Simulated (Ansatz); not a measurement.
## GaSb wire along [110], 16 atoms a period, H-terminated: bands by functional

Wanted: the relaxed geometry and the bands of the GaSb wire along [110], 16 atoms a period, H-terminated.

Calculated with Ansatz 0.2.0; DFT PBE, plane waves, PAW; relaxation of a wire's period; PAW set soft_1, in the first sound run; inputs show where later runs differ.

## Step 1: Set-up

The cell holds 28 atoms: 8 Sb, 12 H and 8 Ga. Its edges and angles: a = 19.590 Å, b = 18.440 Å, c = 4.391 Å, α = 90.0°, β = 90.0°, γ = 90.0°. Vacuum lies along a and b. The structure's axis is c.

## Step 2: Relaxing the period

Band widths follow the bond lengths, so the wire is relaxed first. The atoms and the third cell vector are free; the box across stays fixed as vacuum. A Fermi-Dirac smearing is set since the result may be a metal. The pressure printed is a third of the stress's trace over the whole box, vacuum included; only the stress along the axis is relaxed.

Input file input.yaml:

```yaml
crystal:
  lattice:
    - [19.59, 0.0, 0.0]
    - [0.0, 18.44, 0.0]
    - [0.0, 0.0, 4.3911331112]
  atoms:
    - { symbol: Sb, position: [0.383632617, 0.619065547, 0.0] }
    - { symbol: H, position: [0.416316975, 0.808091097, 0.0] }
    - { symbol: Ga, position: [0.462882234, 0.738130978, 0.0] }
    - { symbol: Ga, position: [0.462882234, 0.500000115, 0.0] }
    - { symbol: Sb, position: [0.700631086, 0.619065547, 0.0] }
    - { symbol: H, position: [0.752206531, 0.696553021, 0.0] }
    - { symbol: Ga, position: [0.779880703, 0.500000115, 0.0] }
    - { symbol: H, position: [0.173557938, 0.500000115, 0.174601298] }
    - { symbol: H, position: [0.826445962, 0.500000115, 0.293788543] }
    - { symbol: Sb, position: [0.225133383, 0.500000115, 0.5] }
    - { symbol: H, position: [0.257817741, 0.310974565, 0.5] }
    - { symbol: H, position: [0.257817741, 0.689025666, 0.5] }
    - { symbol: Ga, position: [0.304383, 0.380934684, 0.5] }
    - { symbol: Ga, position: [0.304383, 0.619065547, 0.5] }
    - { symbol: Sb, position: [0.542131852, 0.261869253, 0.5] }
    - { symbol: Sb, position: [0.542131852, 0.738130978, 0.5] }
    - { symbol: Sb, position: [0.542131852, 0.500000115, 0.5] }
    - { symbol: H, position: [0.593707297, 0.184381779, 0.5] }
    - { symbol: H, position: [0.593707297, 0.815618452, 0.5] }
    - { symbol: Ga, position: [0.621381469, 0.380934684, 0.5] }
    - { symbol: Ga, position: [0.621381469, 0.619065547, 0.5] }
    - { symbol: H, position: [0.826445962, 0.500000115, 0.706211457] }
    - { symbol: H, position: [0.173557938, 0.500000115, 0.825398702] }
    - { symbol: Sb, position: [0.383632617, 0.380934684, 0.0] }
    - { symbol: H, position: [0.416316975, 0.191909133, 0.0] }
    - { symbol: Ga, position: [0.462882234, 0.261869253, 0.0] }
    - { symbol: Sb, position: [0.700631086, 0.380934684, 0.0] }
    - { symbol: H, position: [0.752206531, 0.30344721, 0.0] }
kpoints:
  mp_grid: { grid: [1, 1, 19] }
scf:
  occupations: { method: fermi_dirac, width: 0.05 }
hamiltonian:
  xc: pbe
  pseudopotentials: { kind: paw, azcp: { folder: soft_1 } }
relax:
  cell: { fix: [a, b, alpha, beta, gamma] }
  max_steps: 45
  f_tol: 0.03
```

Started as:

```sh
$ ansatz run input.yaml --threads 8 --pin off --max-ram 16384MiB --backend cpu --events-out ev --progress --plain --runs-dir out
```

Numbers of over 12 decimals in the logs are rounded to 6 here.

Output:

```text
Engine: ansatz 0.2.0, aarch64-unknown-linux-gnu
Pseudopotentials: kind: paw
Pseudopotential: Sb, paw, valence charge 15, recommended cutoff 420 eV (normal), soft_1/Sb.paw.azcp
Pseudopotential: H, paw, valence charge 1, recommended cutoff 420 eV (normal), soft_1/H.paw.azcp
Pseudopotential: Ga, paw, valence charge 13, recommended cutoff 420 eV (normal), soft_1/Ga.paw.azcp
Functional definition: PBE
  parameter kappa = 0.804
  parameter beta = 0.066725
  exchange = pbe_x(kappa = kappa, mu = beta*pi^2/3)
  correlation = pbe_c(beta = beta)
Crystal: 28 atoms, lattice volume = 1586.251 Å³
Basis set: ecut = 420 eV, 31023 PW (Γ), exchange–correlation on 270×250×60 points (8 copies of the dense FFT grid, shifted against one another)
Bands: 146, of which v1, the nominal top of the filled ones, is band 118 counted from 1 (117 counted from 0)
Symmetry: 4 space group operations
Space group: Pmm2 (ITA 25), of the structure as read, at distance tolerance 1.2e-4 Å
k-points: 10 of 19
Non-local potential: Sb, projectors of the file, l = 0: 2, l = 1: 2, l = 2: 2, l = 3: 1
Non-local potential: H, projectors of the file, l = 0: 2, l = 1: 1
Non-local potential: Ga, projectors of the file, l = 0: 2, l = 1: 2, l = 2: 3, l = 3: 1
PAW form: soft (Blöchl's): semilocal exchange-correlation on the pseudo side does not see the compensation charge
PAW one-centre angular grid: Sb, 590 points (default); XC on 64 Gauss nodes
PAW one-centre angular grid: H, 110 points (default); XC on 64 Gauss nodes
PAW one-centre angular grid: Ga, 590 points (default); XC on 64 Gauss nodes
Initial density: superposition of atomic densities (neutral atoms: chi_scale 0, normalization atom)
Initial wavefunctions: pseudopotential atomic-orbital guess
Functional: x = pbe(κ = 0.804, μ = 0.219515), c = pbe(β = 0.066725)
SCF iter   1: F=—  HF=-82331.918399 eV  |F-HF|=—  |Δ(HF+E_count)|=         —  Δρ=2.87e-2  dr2=1.36e1  ethr=3.10e-3  ⟨swp⟩=7.0  Hψ=6243  notcnv=0  defer=26
preconditioner: auto → Resta (q_TF=auto, 1.986 Å⁻¹)  ε∞=1.8  [insulator: Δε(μ)=1.130 eV  Ē_g=13.124 eV  σ=0.050 eV  W_gap=1.00  n_scr=220 (ndim 8)  ℏωp=11.6 eV  f_vac=0.582  D(μ)=0.00/eV (n_scr^D=0)  ε∞_Penn≈1.8  vacuum switching on, ρ_ref=1.2e-2 e/Å³]
SCF iter   2: F=—  HF=-82328.693195 eV  |F-HF|=—  |Δ(HF+E_count)|=    3.23e0  Δρ=1.21e-2  dr2=2.82e0  ethr=3.10e-3  ⟨swp⟩=3.0  Hψ=2111  notcnv=0  defer=199
SCF iter   3: F=—  HF=-82328.350994 eV  |F-HF|=—  |Δ(HF+E_count)|=   3.42e-1  Δρ=5.17e-3  dr2=1.36e0  ethr=1.20e-3  ⟨swp⟩=3.1  Hψ=2065  notcnv=0  defer=187
SCF iter   4: F=—  HF=-82328.154840 eV  |F-HF|=—  |Δ(HF+E_count)|=   1.96e-1  Δρ=1.54e-3  dr2=1.31e-1  ethr=5.76e-4  ⟨swp⟩=3.9  Hψ=2043  notcnv=0  defer=194
SCF iter   5: F=—  HF=-82328.143983 eV  |F-HF|=—  |Δ(HF+E_count)|=   1.09e-2  Δρ=7.35e-4  dr2=9.71e-3  ethr=5.57e-5  ⟨swp⟩=3.6  Hψ=2262  notcnv=0  defer=193
SCF iter   6: F=—  HF=-82328.145504 eV  |F-HF|=—  |Δ(HF+E_count)|=   1.52e-3  Δρ=3.10e-4  dr2=1.88e-3  ethr=4.11e-6  ⟨swp⟩=2.1  Hψ=2143  notcnv=0  defer=190
SCF iter   7: F=—  HF=-82328.146084 eV  |F-HF|=—  |Δ(HF+E_count)|=   5.80e-4  Δρ=1.25e-4  dr2=5.68e-4  ethr=7.96e-7  ⟨swp⟩=2.0  Hψ=1801  notcnv=0  defer=190
SCF iter   8: F=—  HF=-82328.146186 eV  |F-HF|=—  |Δ(HF+E_count)|=   1.03e-4  Δρ=4.13e-5  dr2=3.10e-5  ethr=2.40e-7  ⟨swp⟩=2.0  Hψ=1509  notcnv=0  defer=190
SCF iter   9: F=—  HF=-82328.146075 eV  |F-HF|=—  |Δ(HF+E_count)|=   1.11e-4  Δρ=1.60e-5  dr2=6.11e-6  ethr=1.32e-8  ⟨swp⟩=2.0  Hψ=2203  notcnv=0  defer=190
SCF iter  10: F=—  HF=-82328.146082 eV  |F-HF|=—  |Δ(HF+E_count)|=   6.74e-6  Δρ=7.74e-6  dr2=3.05e-6  ethr=2.59e-9  ⟨swp⟩=2.1  Hψ=2036  notcnv=0  defer=190
SCF iter  11: F=—  HF=-82328.146082 eV  |F-HF|=—  |Δ(HF+E_count)|=   7.15e-7  Δρ=3.56e-6  dr2=5.66e-7  ethr=1.29e-9  ⟨swp⟩=2.0  Hψ=1538  notcnv=0  defer=190
SCF iter  12: F=-82328.146082 eV  HF=-82328.146082 eV  |F-HF|=2.04e-8  |Δ(HF+E_count)|=   1.08e-7  Δρ=9.72e-7  dr2=2.10e-8  ethr=4.24e-11  ⟨swp⟩=3.0  Hψ=5264  notcnv=0
SCF 1 converged in 12 iterations: F = -82328.146082 eV  dr2 = 2.10e-8
  greatest PAW one-centre occupation: 0.995 electrons in one spin orbital (limit 2), on the Sb atom at site 9 (counted from 0), in its partial waves of l = 2
relax step   1: F+E_penalty+E_count = -82328.14608236 eV  Δ(F+E_penalty+E_count) = +0.000e0 eV  max|allowed force component| = 1.210e0 eV/Å  Δτ_max = 0.0000 Å  P = -0.200 GPa  Ω = 1586.251 Å³  fix = [a, b, alpha, beta, gamma]  reactions: a -0.334, b -0.406 GPa  (12 SCF iters, dr2 threshold 1.00e-7 eV, accepted)
Crystal: 28 atoms, lattice volume = 1596.030 Å³
Basis set: ecut = 420 eV, 31251 PW (Γ), exchange–correlation on 270×250×60 points (8 copies of the dense FFT grid, shifted against one another)
Initial density: handed on by an earlier stage of this run
Initial wavefunctions: those handed on with the density
iter 1 solved again at ethr=2.89e-4 eV; its pass at ethr=3.10e-3 eV (dr2=6.82e-1 eV) is discarded
SCF iter   1: F=—  HF=-82328.841104 eV  |F-HF|=—  |Δ(HF+E_count)|=         —  Δρ=7.99e-3  dr2=6.83e-1  ethr=2.89e-4  ⟨swp⟩=4.5  Hψ=7079  notcnv=0
preconditioner: auto → Resta (q_TF=auto, 1.984 Å⁻¹)  ε∞=1.8  [insulator: Δε(μ)=1.247 eV  Ē_g=13.168 eV  σ=0.050 eV  W_gap=1.00  n_scr=220 (ndim 8)  ℏωp=11.6 eV  f_vac=0.619  D(μ)=0.00/eV (n_scr^D=0)  ε∞_Penn≈1.8  vacuum switching on, ρ_ref=1.3e-2 e/Å³]
SCF iter   2: F=—  HF=-82328.718109 eV  |F-HF|=—  |Δ(HF+E_count)|=   1.23e-1  Δρ=4.08e-3  dr2=1.52e-1  ethr=2.89e-4  ⟨swp⟩=5.8  Hψ=2493  notcnv=0
SCF iter   3: F=—  HF=-82328.716045 eV  |F-HF|=—  |Δ(HF+E_count)|=   2.06e-3  Δρ=1.44e-3  dr2=8.88e-2  ethr=6.45e-5  ⟨swp⟩=3.0  Hψ=2267  notcnv=0  defer=184
SCF iter   4: F=—  HF=-82328.703868 eV  |F-HF|=—  |Δ(HF+E_count)|=   1.22e-2  Δρ=3.39e-4  dr2=6.45e-3  ethr=3.76e-5  ⟨swp⟩=2.8  Hψ=1619  notcnv=0  defer=184
SCF iter   5: F=—  HF=-82328.703167 eV  |F-HF|=—  |Δ(HF+E_count)|=   7.01e-4  Δρ=1.22e-4  dr2=3.85e-4  ethr=2.73e-6  ⟨swp⟩=1.8  Hψ=2041  notcnv=0  defer=184
SCF iter   6: F=—  HF=-82328.703009 eV  |F-HF|=—  |Δ(HF+E_count)|=   1.58e-4  Δρ=4.89e-5  dr2=8.59e-5  ethr=1.63e-7  ⟨swp⟩=2.0  Hψ=2090  notcnv=0  defer=184
SCF iter   7: F=—  HF=-82328.703011 eV  |F-HF|=—  |Δ(HF+E_count)|=   1.80e-6  Δρ=2.16e-5  dr2=1.39e-5  ethr=3.64e-8  ⟨swp⟩=2.0  Hψ=1541  notcnv=0  defer=184
SCF iter   8: F=-82328.703013 eV  HF=-82328.703013 eV  |F-HF|=2.49e-7  |Δ(HF+E_count)|=   2.31e-6  Δρ=8.80e-6  dr2=1.67e-6  ethr=1.19e-9  ⟨swp⟩=5.0  Hψ=5113  notcnv=0
SCF 2 converged in 8 iterations: F = -82328.703013 eV  dr2 = 1.67e-6
[...]
relax step   5: F+E_penalty+E_count = -82328.82379671 eV  Δ(F+E_penalty+E_count) = -2.260e-2 eV  max|allowed force component| = 2.909e-2 eV/Å  Δτ_max = 0.0824 Å  P = +0.006 GPa  Ω = 1605.448 Å³  energy of the carried Pulay correction = -2.168e-3 eV  fix = [a, b, alpha, beta, gamma]  reactions: a +0.008, b +0.012 GPa  (12 SCF iters, accepted)
Initial wavefunctions: pseudopotential atomic-orbital guess (no wavefunctions were taken with the density)
iter 1 solved again at ethr=8.33e-7 eV; its pass at ethr=3.10e-3 eV (dr2=1.96e-3 eV) is discarded
SCF iter   1: F=—  HF=-82328.810205 eV  |F-HF|=—  |Δ(HF+E_count)|=         —  Δρ=1.09e-4  dr2=4.46e-6  ethr=8.33e-7  ⟨swp⟩=4.1  Hψ=10195  notcnv=0
eigensolver tolerance schedule: the retry pair's looser diagonalisation over-reported the residual by 439.36 of it (diagonalisation noise at 0.13 of the residual, at the tolerance the schedule requests for it); recorded, not acted on — ethr = c·dr2/N_el stays at c = 1.0e-1
preconditioner: auto → Resta (q_TF=auto, 1.982 Å⁻¹)  ε∞=1.8  [insulator: Δε(μ)=1.451 eV  Ē_g=13.231 eV  σ=0.050 eV  W_gap=1.00  n_scr=220 (ndim 8)  ℏωp=11.6 eV  f_vac=0.621  D(μ)=0.00/eV (n_scr^D=0)  ε∞_Penn≈1.8  vacuum switching on, ρ_ref=1.3e-2 e/Å³]
SCF iter   2: F=—  HF=-82328.820629 eV  |F-HF|=—  |Δ(HF+E_count)|=   1.04e-2  Δρ=5.51e-5  dr2=1.52e-6  ethr=1.89e-9  ⟨swp⟩=3.2  Hψ=3227  notcnv=0
SCF iter   3: F=—  HF=-82328.825686 eV  |F-HF|=—  |Δ(HF+E_count)|=   5.06e-3  Δρ=1.03e-5  dr2=3.82e-7  ethr=6.42e-10  ⟨swp⟩=3.2  Hψ=2808  notcnv=0
SCF iter   4: F=—  HF=-82328.826015 eV  |F-HF|=—  |Δ(HF+E_count)|=   3.29e-4  Δρ=1.15e-6  dr2=3.56e-8  ethr=1.62e-10  ⟨swp⟩=2.5  Hψ=2377  notcnv=0
SCF iter   5: F=—  HF=-82328.826016 eV  |F-HF|=—  |Δ(HF+E_count)|=   1.10e-6  Δρ=5.97e-7  dr2=1.28e-8  ethr=1.51e-11  ⟨swp⟩=2.9  Hψ=2507  notcnv=0
SCF iter   6: F=—  HF=-82328.826018 eV  |F-HF|=—  |Δ(HF+E_count)|=   1.58e-6  Δρ=3.37e-7  dr2=4.38e-9  ethr=5.43e-12  ⟨swp⟩=2.2  Hψ=1684  notcnv=0
SCF iter   7: F=—  HF=-82328.826019 eV  |F-HF|=—  |Δ(HF+E_count)|=   1.09e-6  Δρ=1.02e-7  dr2=3.39e-10  ethr=1.85e-12  ⟨swp⟩=2.4  Hψ=1694  notcnv=0
SCF iter   8: F=-82328.826019 eV  HF=-82328.826019 eV  |F-HF|=4.73e-9  |Δ(HF+E_count)|=   1.72e-7  Δρ=3.24e-8  dr2=7.34e-11  ethr=1.00e-12  ⟨swp⟩=4.6  Hψ=4663  notcnv=0
SCF 6 converged in 8 iterations: F = -82328.826019 eV  dr2 = 7.34e-11
relax step   6: F+E_penalty+E_count = -82328.82601879 eV  Δ(F+E_penalty+E_count) = -2.222e-3 eV  max|allowed force component| = 2.914e-2 eV/Å  Δτ_max = 0.0000 Å  P = +0.007 GPa  Ω = 1605.448 Å³  fix = [a, b, alpha, beta, gamma]  reactions: a +0.008, b +0.012 GPa  stress off target by 3.28e-4 GPa on what of the cell is left free  SCF on the basis re-selected at this cell (its energy is not comparable with the rows above)  (8 SCF iters)
basis re-selected at this cell: Δ(F+E_penalty+E_count) = -2.222e-3 eV, ΔP = +0.001 GPa vs the last step (what re-selecting the basis moved, of the pressure what is left beyond the Pulay correction that the steps carried, after the strain that the cell walked since its last selection, with what the two solves' SCF thresholds leave and, on support functions, any second-order correction that the steps lacked; it is no m [...]
SCF converged after 8 iterations
Free energy (F): -82328.826019 eV
Harris-Foulkes:  -82328.826019 eV  (|F-HF|=4.73e-9)
Internal energy: -82328.826019 eV  (E = F + TS)
E sigma→0 (E₀):  -82328.826019 eV
Entropy (-TS):   -0.000000 eV (-0.000 meV/atom)
Fermi energy:    -0.634840 eV
--- Per-component energies (eV) ---
  E_band       = -4055.498655
  E_kinetic    = 2346.345829
  E_local      = -124193.892280  (includes V_loc(G=0)·N_el)
  E_nonlocal   = 2388.690779
  E_hartree    = 61419.794357
  E_xc         = -1387.854066
  E_vxc        = -1290.579546  (∫ρ·V_xc dr)
  E_paw        = -52302.509804  (= ΣΔE_a)
  E_vpaw       = -6145.640334  (= ΣTr[D̂ρ^β])
  E_aug_tail   = -0.011495  (compensation charges beyond the density's cutoff)
  E_ewald      = 29400.610663
  E_smearing   = -0.000000  (= −TS)
  E_closure    = -0.000000  (closes the sum)
  Σ components = -82328.826019   (vs F -82328.826019, Δ=0.00e0)
--- Forces (eV/Å), atoms counted from 1 ---
  atom   1  Sb    -0.00293412    -0.01261570     0.00000000
  atom   2  H      0.00646699     0.00148502    -0.00000000
  atom   3  Ga    -0.00197464     0.00887733     0.00000000
  atom   4  Ga    -0.01328400     0.00000000     0.00000000
  atom   5  Sb     0.01282624     0.01126786    -0.00000000
  atom   6  H     -0.01091027     0.00369809     0.00000000
  atom   7  Ga     0.00435925     0.00000000    -0.00000000
  atom   8  H      0.00048978    -0.00000000     0.00201703
  atom   9  H      0.00801721     0.00000000     0.00109701
  atom  10  Sb    -0.00422707     0.00000000     0.00000000
  atom  11  H     -0.01107292     0.00972115     0.00000000
  atom  12  H     -0.01107292    -0.00972115     0.00000000
  atom  13  Ga     0.01312711    -0.02913790    -0.00000000
  atom  14  Ga     0.01312711     0.02913790    -0.00000000
  atom  15  Sb     0.00771241     0.00108960    -0.00000000
  atom  16  Sb     0.00771241    -0.00108960    -0.00000000
  atom  17  Sb    -0.01063143     0.00000000     0.00000000
  atom  18  H      0.00701788    -0.00136957    -0.00000000
  atom  19  H      0.00701788     0.00136957    -0.00000000
  atom  20  Ga    -0.01687199     0.01980085     0.00000000
  atom  21  Ga    -0.01687199    -0.01980085     0.00000000
  atom  22  H      0.00801721    -0.00000000    -0.00109701
  atom  23  H      0.00048978    -0.00000000    -0.00201703
  atom  24  Sb    -0.00293412     0.01261570     0.00000000
  atom  25  H      0.00646699    -0.00148502    -0.00000000
  atom  26  Ga    -0.00197464    -0.00887733     0.00000000
  atom  27  Sb     0.01282624    -0.01126786    -0.00000000
  atom  28  H     -0.01091027    -0.00369809     0.00000000
  max |Σ_I F_I| component: 4.11e-6 eV/Å
--- Stress (GPa, compression-positive) ---
        0.008085      -0.000000      -0.000000
       -0.000000       0.011904       0.000000
       -0.000000       0.000000       0.000328
  P = ⅓ Tr σ = 0.0068 GPa (0.068 kbar)
--- Relaxed structure (5 steps of the walk, 4 accepted, 1 SCFs on fresh bases) ---
  F+E_penalty+E_count = -82328.82601879 eV   max|allowed force component| = 2.914e-2 eV/Å   (the final SCF, on the basis selected at the relaxed cell)
  cell:  # Å, volume = 1605.4476 Å³
    - [19.59, 0.0, 0.0]
    - [0.0, 18.44, 0.0]
    - [0.0, 0.0, 4.444273]
  atoms:
    - { symbol: Sb, position: [0.384793, 0.620007, 0] }
    - { symbol: H, position: [0.415749, 0.812238, 0] }
    - { symbol: Ga, position: [0.459826, 0.741295, 0] }
    - { symbol: Ga, position: [0.462352, 0.5, 0] }
    - { symbol: Sb, position: [0.698317, 0.608854, 0] }
    - { symbol: H, position: [0.742808, 0.689184, 0] }
    - { symbol: Ga, position: [0.792471, 0.5, 0] }
    - { symbol: H, position: [0.181177, 0.5, 0.215852] }
    - { symbol: H, position: [0.827972, 0.5, 0.312070] }
    - { symbol: Sb, position: [0.240194, 0.5, 0.5] }
    - { symbol: H, position: [0.256473, 0.306540, 0.5] }
    - { symbol: H, position: [0.256473, 0.693460, 0.5] }
    - { symbol: Ga, position: [0.307520, 0.371962, 0.5] }
    - { symbol: Ga, position: [0.307520, 0.628038, 0.5] }
    - { symbol: Sb, position: [0.536755, 0.268809, 0.5] }
    - { symbol: Sb, position: [0.536755, 0.731191, 0.5] }
    - { symbol: Sb, position: [0.541067, 0.5, 0.5] }
    - { symbol: H, position: [0.589268, 0.194249, 0.5] }
    - { symbol: H, position: [0.589268, 0.805751, 0.5] }
    - { symbol: Ga, position: [0.621409, 0.382007, 0.5] }
    - { symbol: Ga, position: [0.621409, 0.617993, 0.5] }
    - { symbol: H, position: [0.827972, 0.5, 0.687930] }
    - { symbol: H, position: [0.181177, 0.5, 0.784148] }
    - { symbol: Sb, position: [0.384793, 0.379993, 0] }
    - { symbol: H, position: [0.415749, 0.187762, 0] }
    - { symbol: Ga, position: [0.459826, 0.258705, 0] }
    - { symbol: Sb, position: [0.698317, 0.391146, 0] }
    - { symbol: H, position: [0.742808, 0.310816, 0] }
```

Elapsed: 7.1 min, on 8 threads of Arm Neoverse N1, shared host; peak memory 7.6 GiB.

The steps of the relaxation:

```
step  energy less that of the first step (eV)  largest force component (eV/Å)  pressure (GPa)  volume (Å³)
   1                                   0.0000                          1.2097           -0.20      1586.25
   2                                  -0.5569                          0.4818           -0.11      1596.03
   3                                  -0.6551                          0.1415            0.06      1602.91
   4                                  -0.6400                          0.1877            0.00      1605.82
   5                                  -0.6777                          0.0291            0.01      1605.45
  6*                                  -0.6799                          0.0291            0.01      1605.45
```

Relaxation steps marked * repeat the geometry before them on a plane-wave basis chosen anew for their cell, so energy and pressure can jump there. Relaxation step 4 was tried and not accepted.

Forces are held to the 4 operations that the run works with; a distortion that breaks them can't arise in this run.

```
cell as run  before  after  change
      c (Å)   4.391  4.444  +1.2 %
```

The atoms that moved most (Å, along periodic axes as changes of fractional coordinates times the final cell, across vacuum about the mean position):

```
atom      dx      dy      dz  length
Sb10   0.295   0.000   0.000   0.295
 Ga7   0.247   0.000   0.000   0.247
 H23   0.149   0.000  -0.183   0.236
  H8   0.149   0.000   0.183   0.236
  H6  -0.184  -0.136   0.000   0.229
 H28  -0.184   0.136   0.000   0.229
 H19  -0.087  -0.182   0.000   0.202
 H18  -0.087   0.182   0.000   0.202
```

Numbers from this step:

| Property | Result |
| --- | --- |
| cell length along the wire | 4.444 Å |

The cell's length comes to 4.444 Å with spin left out.

[end of part 1 of 2]

[Logs are printed without paths, hosts, clocks, repeated set-up lines and the standing remarks that a program may print on its own settings, such as how far it seeks lower states.]

[Hosts, paths, dates, database ids (printed as entryN), source tags and the programs' standing remarks are cut or masked in the printed files.]
